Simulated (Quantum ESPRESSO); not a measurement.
# Collinear magnetic orders of Fe2O3 (Hematite) with Quantum ESPRESSO, part 2 of 3

Does Fe2O3 (Hematite) prefer parallel or opposed moments, or none?

Quantum ESPRESSO 7.5; PBE with U = 4.5 eV on Fe d (ortho-atomic projectors); plane waves with GBRV 1.5 PBE potentials, no spin-orbit coupling.

So far, absolute magnetization (μB): step 2 (run 1 (ferro ++++)) 20.

### 3. Run 2 (antiferro ++−−)

The input, pw.in:

```
&CONTROL
  calculation = 'scf'
  prefix = 'pwscf'
  outdir = './tmp'
  pseudo_dir = './pseudo'
  disk_io = 'nowf'
/
&SYSTEM
  ibrav = 0
  celldm(1) = 8
  nat = 10
  ntyp = 3
  ecutwfc = 40
  ecutrho = 280
  nbnd = 64
  occupations = 'smearing'
  smearing = 'fd'
  degauss = 0.00367493
  nspin = 2
  starting_magnetization(1) = 0.25
  starting_magnetization(2) = -0.25
  starting_magnetization(3) = 0
/
&ELECTRONS
  conv_thr = 2d-08
  electron_maxstep = 150
  mixing_beta = 0.3
/
ATOMIC_SPECIES
Fe1    55.8450 fe_pbe_v1.5.uspp.F.UPF
Fe2    55.8450 fe_pbe_v1.5.uspp.F.UPF
O      15.9990 o_pbe_v1.2.uspp.F.UPF
CELL_PARAMETERS alat
   0.5950275134915    0.3435392950923    1.0843878411890
  -0.5950275134915    0.3435392950923    1.0843878411890
   0.0000000000000   -0.6870785901845    1.0843878411890
ATOMIC_POSITIONS crystal
Fe1     0.3553000000    0.3553000000    0.3553000000
Fe1     0.1447000000    0.1447000000    0.1447000000
Fe2     0.6447000000    0.6447000000    0.6447000000
Fe2     0.8553000000    0.8553000000    0.8553000000
O       0.5559000000    0.9441000000    0.2500000000
O       0.2500000000    0.5559000000    0.9441000000
O       0.9441000000    0.2500000000    0.5559000000
O       0.4441000000    0.0559000000    0.7500000000
O       0.7500000000    0.4441000000    0.0559000000
O       0.0559000000    0.7500000000    0.4441000000
K_POINTS automatic
6 6 6 0 0 0
HUBBARD {ortho-atomic}
U Fe1-3d 4.5000
U Fe2-3d 4.5000
```

Run with:

```sh
$ OMP_NUM_THREADS=1 mpirun -n 4 pw.x -nk 4 -in pw.in > pw.out
```

What it wrote:

```text
[banner, memory and clock lines left out]
Program PWSCF v.7.5 starts

     Message from routine setup:
     using ibrav=0 with symmetry is DISCOURAGED, use correct ibrav instead

     bravais-lattice index     =            0
     lattice parameter (alat)  =       8.0000  a.u.
     unit-cell volume          =     680.9564 (a.u.)^3
     number of atoms/cell      =           10
     number of atomic types    =            3
     number of electrons       =       100.00
     number of Kohn-Sham states=           64
     kinetic-energy cutoff     =      40.0000  Ry
     charge density cutoff     =     280.0000  Ry
     scf convergence threshold =      2.0E-08
     mixing beta               =       0.3000
     number of iterations used =            8  plain     mixing
     Exchange-correlation= SLA  PW   PBE  PBE
                           (   1   4   3   4   0   0   0)
     Hubbard projectors: ortho-atomic
     Hubbard parameters of DFT+U (Dudarev formulation) in eV:
     U(Fe1-3d) =  4.5000
     U(Fe2-3d) =  4.5000

     Internal variables: lda_plus_u =T, lda_plus_u_kind = 0

     Internal variables: orbital_resolved =F, hub_pot_fix =F, apply_U = F

     celldm(1)=   8.000000  celldm(2)=   0.000000  celldm(3)=   0.000000
     celldm(4)=   0.000000  celldm(5)=   0.000000  celldm(6)=   0.000000

     crystal axes: (cart. coord. in units of alat)
               a(1) = (   0.595028   0.343539   1.084388 )
               a(2) = (  -0.595028   0.343539   1.084388 )
               a(3) = (   0.000000  -0.687079   1.084388 )

     reciprocal axes: (cart. coord. in units 2 pi/alat)
               b(1) = (  0.840297  0.485146  0.307393 )
               b(2) = ( -0.840297  0.485146  0.307393 )
               b(3) = (  0.000000 -0.970292  0.307393 )

     PseudoPot. # 1 for Fe read from file:
     fe_pbe_v1.5.uspp.F.UPF
     Pseudo is Ultrasoft + core correction, Zval = 16.0

     PseudoPot. # 2 for Fe read from file:
     fe_pbe_v1.5.uspp.F.UPF
     Pseudo is Ultrasoft + core correction, Zval = 16.0

     PseudoPot. # 3 for O  read from file:
     o_pbe_v1.2.uspp.F.UPF
     Pseudo is Ultrasoft + core correction, Zval =  6.0

     atomic species   valence    mass     pseudopotential
     Fe1              16.00    55.84500     Fe( 1.00)
     Fe2              16.00    55.84500     Fe( 1.00)
     O                 6.00    15.99900     O ( 1.00)

     Starting magnetic structure
     atomic species   magnetization
     Fe1             0.250
     Fe2            -0.250
     O               0.000

      6 Sym. Ops. (no inversion) found ( 3 have fractional translation)

   Cartesian axes

     site n.     atom                  positions (alat units)
         1        Fe1    tau(   1) = (  -0.0000000   0.0000000   1.1558490  )
         2        Fe1    tau(   2) = (  -0.0000000   0.0000000   0.4707328  )
         3        Fe2    tau(   3) = (   0.0000000   0.0000000   2.0973145  )
         4        Fe2    tau(   4) = (   0.0000000   0.0000000   2.7824308  )
         5        O      tau(   5) = (  -0.2309897   0.3435393   1.8976787  )
         6        O      tau(   6) = (  -0.1820189  -0.3718126   1.8976787  )
         7        O      tau(   7) = (   0.4130086   0.0282733   1.8976787  )
         8        O      tau(   8) = (   0.2309897  -0.3435393   1.3554848  )
         9        O      tau(   9) = (   0.1820189   0.3718126   1.3554848  )
        10        O      tau(  10) = (  -0.4130086  -0.0282733   1.3554848  )

     number of k points=    32  Fermi-Dirac smearing, width (Ry)=  0.0037
                       cart. coord. in units 2pi/alat
        k(    1) = (   0.0000000   0.0000000   0.0000000), wk =   0.0046296
        k(    2) = (   0.0000000  -0.1617153   0.0512322), wk =   0.0277778
        k(    3) = (   0.0000000  -0.3234306   0.1024644), wk =   0.0277778
        k(    4) = (  -0.0000000   0.4851459  -0.1536965), wk =   0.0138889
        k(    5) = (  -0.1400495  -0.0808576   0.1024644), wk =   0.0277778
        [... 27 further k-points ...]

     Dense  grid:    53915 G-vectors     FFT dimensions: (  60,  60,  60)

     Smooth grid:    23225 G-vectors     FFT dimensions: (  48,  48,  48)

     Check: negative core charge=   -0.000040
     Generating pointlists ...
     new r_m :   0.1896 (alat units)  1.5167 (a.u.) for type    1
     new r_m :   0.1896 (alat units)  1.5167 (a.u.) for type    2
     new r_m :   0.1896 (alat units)  1.5167 (a.u.) for type    3

     Initial potential from superposition of free atoms

     starting charge      96.0000, renormalised to     100.0000

     STARTING HUBBARD OCCUPATIONS:

     =================== HUBBARD OCCUPATIONS ===================
     ------------------------ ATOM    1 ------------------------
     Tr[ns(  1)] (up, down, total) =   5.00000  0.00000  5.00000
     Atomic magnetic moment for atom   1 =   5.00000
     [... lines left out ...]
     ------------------------ ATOM    2 ------------------------
     Tr[ns(  2)] (up, down, total) =   5.00000  0.00000  5.00000
     Atomic magnetic moment for atom   2 =   5.00000
     [... lines left out ...]
     ------------------------ ATOM    3 ------------------------
     Tr[ns(  3)] (up, down, total) =   0.00000  5.00000  5.00000
     Atomic magnetic moment for atom   3 =  -5.00000
     [... lines left out ...]
     ------------------------ ATOM    4 ------------------------
     Tr[ns(  4)] (up, down, total) =   0.00000  5.00000  5.00000
     Atomic magnetic moment for atom   4 =  -5.00000
     [... lines left out ...]
     Number of occupied Hubbard levels =   20.0000

     Atomic wfc used for Hubbard projectors are orthogonalized

     Starting wfcs are   76 randomized atomic wfcs

     Self-consistent Calculation

     iteration #  1     ecut=    40.00 Ry     beta= 0.30
     Davidson diagonalization with overlap
     ethr =  1.00E-02,  avg # of iterations =  2.5

     =================== HUBBARD OCCUPATIONS ===================
     ------------------------ ATOM    1 ------------------------
     Tr[ns(  1)] (up, down, total) =   4.91550  0.26091  5.17640
     Atomic magnetic moment for atom   1 =   4.65459
     [... lines left out ...]
     ------------------------ ATOM    2 ------------------------
     Tr[ns(  2)] (up, down, total) =   4.91550  0.26091  5.17640
     Atomic magnetic moment for atom   2 =   4.65459
     [... lines left out ...]
     ------------------------ ATOM    3 ------------------------
     Tr[ns(  3)] (up, down, total) =   0.26091  4.91553  5.17644
     Atomic magnetic moment for atom   3 =  -4.65462
     [... lines left out ...]
     ------------------------ ATOM    4 ------------------------
     Tr[ns(  4)] (up, down, total) =   0.26091  4.91553  5.17644
     Atomic magnetic moment for atom   4 =  -4.65462
     [... lines left out ...]
     Number of occupied Hubbard levels =   20.7057

     total energy              =   -1193.89968330 Ry
     estimated scf accuracy    <       4.03120276 Ry

     total magnetization       =     0.00 Bohr mag/cell
     absolute magnetization    =    18.84 Bohr mag/cell

     iteration #  2     ecut=    40.00 Ry     beta= 0.30
     Davidson diagonalization with overlap
     ethr =  4.03E-03,  avg # of iterations =  2.0

     total energy              =   -1194.65645876 Ry
     estimated scf accuracy    <       0.24105730 Ry

     total magnetization       =    -0.00 Bohr mag/cell
     absolute magnetization    =    17.42 Bohr mag/cell

     [... further iterations left out ...]

     iteration # 11     ecut=    40.00 Ry     beta= 0.30
     Davidson diagonalization with overlap
     ethr =  1.10E-10,  avg # of iterations =  2.4

     total energy              =   -1194.71812363 Ry
     estimated scf accuracy    <       0.00000003 Ry

     total magnetization       =     0.00 Bohr mag/cell
     absolute magnetization    =    17.69 Bohr mag/cell

     iteration # 12     ecut=    40.00 Ry     beta= 0.30
     Davidson diagonalization with overlap
     ethr =  2.56E-11,  avg # of iterations =  2.0

     Magnetic moment per site  (integrated on atomic sphere of radius R)
     atom   1 (R=0.190)  charge= 12.8665  magn=  3.8945
     atom   2 (R=0.190)  charge= 12.8665  magn=  3.8945
     atom   3 (R=0.190)  charge= 12.8665  magn= -3.8945
     atom   4 (R=0.190)  charge= 12.8665  magn= -3.8945
     atom   5 (R=0.190)  charge=  5.4100  magn= -0.0746
     atom   6 (R=0.190)  charge=  5.4100  magn= -0.0746
     atom   7 (R=0.190)  charge=  5.4100  magn= -0.0746
     atom   8 (R=0.190)  charge=  5.4100  magn=  0.0746
     atom   9 (R=0.190)  charge=  5.4100  magn=  0.0746
     atom  10 (R=0.190)  charge=  5.4100  magn=  0.0746

     End of self-consistent calculation

     =================== HUBBARD OCCUPATIONS ===================
     ------------------------ ATOM    1 ------------------------
     Tr[ns(  1)] (up, down, total) =   4.96821  0.73284  5.70105
     Atomic magnetic moment for atom   1 =   4.23537
     [... lines left out ...]
     ------------------------ ATOM    2 ------------------------
     Tr[ns(  2)] (up, down, total) =   4.96821  0.73284  5.70105
     Atomic magnetic moment for atom   2 =   4.23537
     [... lines left out ...]
     ------------------------ ATOM    3 ------------------------
     Tr[ns(  3)] (up, down, total) =   0.73284  4.96821  5.70105
     Atomic magnetic moment for atom   3 =  -4.23537
     [... lines left out ...]
     ------------------------ ATOM    4 ------------------------
     Tr[ns(  4)] (up, down, total) =   0.73284  4.96821  5.70105
     Atomic magnetic moment for atom   4 =  -4.23537
     [... lines left out ...]
     Number of occupied Hubbard levels =   22.8042

     [... lines left out ...]
     the Fermi energy is    11.8038 ev

!    total energy              =   -1194.71812381 Ry
     estimated scf accuracy    <          6.6E-09 Ry
     smearing contrib. (-TS)   =      -0.00000000 Ry
     internal energy E=F+TS    =   -1194.71812381 Ry

     The total energy is F=E-TS. E is the sum of the following terms:
     one-electron contribution =    -642.23891617 Ry
     hartree contribution      =     369.57880931 Ry
     xc contribution           =    -161.00624780 Ry
     ewald contribution        =    -761.46415663 Ry
     Hubbard energy            =       0.41238747 Ry

     total magnetization       =     0.00 Bohr mag/cell
     absolute magnetization    =    17.69 Bohr mag/cell

     convergence has been achieved in  12 iterations
```

It took 80 s on 4 MPI ranks of Intel Xeon Platinum 8488C (Sapphire Rapids), shared host; peak memory 0.87 GiB.

Spin moment in the atom's sphere by atom:

```csv
atom,spin moment in the atom's sphere (μB)
Fe1,3.89
Fe2,3.89
Fe3,-3.89
Fe4,-3.89
O5,-0.07
O6,-0.07
O7,-0.07
O8,0.07
O9,0.07
O10,0.07
```

Read from the output:

```
smearing term TS       : 9.06e-10 eV
magnetization          : 0 μB
absolute magnetization : 17.70 μB
final state            : antiferromagnetic
```

### 4. Run 3 (antiferro +−+−)

Changes to pw.in since step 3:

```diff
@@ -38,4 +38,4 @@
 Fe1     0.3553000000    0.3553000000    0.3553000000
-Fe1     0.1447000000    0.1447000000    0.1447000000
-Fe2     0.6447000000    0.6447000000    0.6447000000
+Fe2     0.1447000000    0.1447000000    0.1447000000
+Fe1     0.6447000000    0.6447000000    0.6447000000
 Fe2     0.8553000000    0.8553000000    0.8553000000
```

What it wrote:

```text
     [... lines left out ...]
Program PWSCF v.7.5 starts
     [... lines left out ...]
     number of atoms/cell      =           10
     [... lines left out ...]
     number of electrons       =       100.00
     number of Kohn-Sham states=           64
     kinetic-energy cutoff     =      40.0000  Ry
     charge density cutoff     =     280.0000  Ry
     scf convergence threshold =      2.0E-08
     [... lines left out ...]
      6 Sym. Ops., with inversion, found
     [... lines left out ...]
     number of k points=    40  Fermi-Dirac smearing, width (Ry)=  0.0037
     [... lines left out ...]
     iteration # 12     ecut=    40.00 Ry     beta= 0.30
     [... lines left out ...]
     Magnetic moment per site  (integrated on atomic sphere of radius R)
     atom   1 (R=0.190)  charge= 12.8744  magn=  3.8607
     atom   2 (R=0.190)  charge= 12.8744  magn= -3.8607
     atom   3 (R=0.190)  charge= 12.8744  magn=  3.8607
     atom   4 (R=0.190)  charge= 12.8744  magn= -3.8607
     atom   5 (R=0.190)  charge=  5.4046  magn=  0.0000
     atom   6 (R=0.190)  charge=  5.4046  magn=  0.0000
     atom   7 (R=0.190)  charge=  5.4046  magn=  0.0000
     atom   8 (R=0.190)  charge=  5.4046  magn=  0.0000
     atom   9 (R=0.190)  charge=  5.4046  magn=  0.0000
     atom  10 (R=0.190)  charge=  5.4046  magn=  0.0000
     [... lines left out ...]
     Tr[ns(  1)] (up, down, total) =   4.96214  0.76161  5.72374
     [... lines left out ...]
     Tr[ns(  2)] (up, down, total) =   0.76161  4.96214  5.72374
     [... lines left out ...]
     Tr[ns(  3)] (up, down, total) =   4.96214  0.76161  5.72374
     [... lines left out ...]
     Tr[ns(  4)] (up, down, total) =   0.76161  4.96214  5.72374
     [... lines left out ...]
     the Fermi energy is    11.6538 ev
!    total energy              =   -1194.75058155 Ry
     estimated scf accuracy    <       0.00000001 Ry
     smearing contrib. (-TS)   =      -0.00000000 Ry
     [... lines left out ...]
     total magnetization       =    -0.00 Bohr mag/cell
     absolute magnetization    =    17.31 Bohr mag/cell
     convergence has been achieved in  12 iterations
```

Wall time 95 s (4 MPI ranks); peak memory 0.9 GiB.

Spin moment in the atom's sphere by atom:

```csv
atom,spin moment in the atom's sphere (μB)
Fe1,3.86
Fe2,-3.86
Fe3,3.86
Fe4,-3.86
O5,0.00
O6,0.00
O7,0.00
O8,0.00
O9,0.00
O10,0.00
```

Read from the output:

| Quantity | Value |
| --- | --- |
| smearing term TS | 8.74e-11 eV |
| magnetization | 0 μB |
| absolute magnetization | 17.31 μB |
| final state | antiferromagnetic |

### 5. Run 4 (antiferro +−−+)

Changes to pw.in since step 4:

```diff
@@ -39,4 +39,4 @@
 Fe2     0.1447000000    0.1447000000    0.1447000000
-Fe1     0.6447000000    0.6447000000    0.6447000000
-Fe2     0.8553000000    0.8553000000    0.8553000000
+Fe2     0.6447000000    0.6447000000    0.6447000000
+Fe1     0.8553000000    0.8553000000    0.8553000000
 O       0.5559000000    0.9441000000    0.2500000000
```

What it wrote:

```text
     [... lines left out ...]
Program PWSCF v.7.5 starts
     [... lines left out ...]
     number of atoms/cell      =           10
     [... lines left out ...]
     number of electrons       =       100.00
     number of Kohn-Sham states=           64
     kinetic-energy cutoff     =      40.0000  Ry
     charge density cutoff     =     280.0000  Ry
     scf convergence threshold =      2.0E-08
     [... lines left out ...]
      6 Sym. Ops. (no inversion) found ( 3 have fractional translation)
     [... lines left out ...]
     number of k points=    32  Fermi-Dirac smearing, width (Ry)=  0.0037
     [... lines left out ...]
     iteration # 12     ecut=    40.00 Ry     beta= 0.30
     [... lines left out ...]
     Magnetic moment per site  (integrated on atomic sphere of radius R)
     atom   1 (R=0.190)  charge= 12.8645  magn=  3.9041
     atom   2 (R=0.190)  charge= 12.8645  magn= -3.9041
     atom   3 (R=0.190)  charge= 12.8645  magn= -3.9041
     atom   4 (R=0.190)  charge= 12.8645  magn=  3.9041
     atom   5 (R=0.190)  charge=  5.4109  magn=  0.0000
     atom   6 (R=0.190)  charge=  5.4109  magn=  0.0000
     atom   7 (R=0.190)  charge=  5.4109  magn=  0.0000
     atom   8 (R=0.190)  charge=  5.4109  magn=  0.0000
     atom   9 (R=0.190)  charge=  5.4109  magn=  0.0000
     atom  10 (R=0.190)  charge=  5.4109  magn=  0.0000
     [... lines left out ...]
     Tr[ns(  1)] (up, down, total) =   4.96948  0.72620  5.69568
     [... lines left out ...]
     Tr[ns(  2)] (up, down, total) =   0.72619  4.96948  5.69567
     [... lines left out ...]
     Tr[ns(  3)] (up, down, total) =   0.72619  4.96948  5.69567
     [... lines left out ...]
     Tr[ns(  4)] (up, down, total) =   4.96948  0.72620  5.69568
     [... lines left out ...]
     the Fermi energy is    11.8200 ev
!    total energy              =   -1194.70785810 Ry
     estimated scf accuracy    <          3.2E-09 Ry
     smearing contrib. (-TS)   =      -0.00000000 Ry
     [... lines left out ...]
     total magnetization       =    -0.00 Bohr mag/cell
     absolute magnetization    =    17.59 Bohr mag/cell
     convergence has been achieved in  12 iterations
```

Elapsed: 77 s, on 4 MPI ranks; peak memory 0.83 GiB.

Numbers from this step:

```yaml
smearing_term_ts: 1.12e-9 eV
magnetization: 0 μB
absolute_magnetization: 17.59 μB
final_state: antiferromagnetic
largest_moment: 3.904 μB
```

(Part 2 of 3 ends here.)

[Logs and program files are shortened in this print: banners, set-up blocks, solver, clock and traceback lines can be left out without a mark of their own.]

[Logs are printed without paths, hosts, clocks, repeated set-up lines and the standing remarks that a program may print on its own settings, such as how far it seeks lower states.]

[Hosts, paths, dates, database ids (printed as entryN), source tags and the programs' standing remarks are cut or masked in the printed files.]

[Where a cell is said to come from a database of computed structures, the database is the Materials Project.]
